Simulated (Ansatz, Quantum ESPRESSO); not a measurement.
# Cl on fcc sites of Cu(111): the work function of the upper face at a withheld member of a series

Method. Quantum ESPRESSO 7.5, PBE, GBRV ultrasoft. Slabs of 3 layers, covered on the upper face; adsorbates and the top layer relax in a periodic cell, the rest is held (the clean slab relaxes both outer layers); a run under open boundaries (ESM, bc1) gives both vacuum levels. Cells of one to 9 surface sites carry the coverages, on meshes of like density; cold smearing of 0.02 Ry. The slabs take the lattice constants of the bulk relaxed by the same program. The series steps the coverage.

| coverage | work function of the upper face (eV) |
| --- | --- |
| 0 ML | 4.887 |
| 0.1111 ML | 4.967 |
| 0.1667 ML | 5.066 |
| 0.25 ML | 5.301 |
| 0.5 ML | 5.339 |
| 0.6667 ML | 5.337 |
| 0.75 ML | 5.321 |
| 1 ML | 5.549 |

To predict: What is the work function of the upper face at 0.3333 ML?

**Worked estimate.** The rows at 0.25 ML and 0.5 ML give a slope of (5.339 − (5.301))/(0.5 − (0.25)) = 0.152, so a straight line gives 5.314 eV. A parabola through these and the row at 0.1667 ML gives 5.425 eV.

What the calculation gave: 5.346 eV. The line misses by −0.032 and the parabola by +0.079 eV. The line does better here.

**Limits.** Thin slabs, one site and one ordered pattern a coverage; no reconstruction or subsurface sites; meshes differ a little between cells.
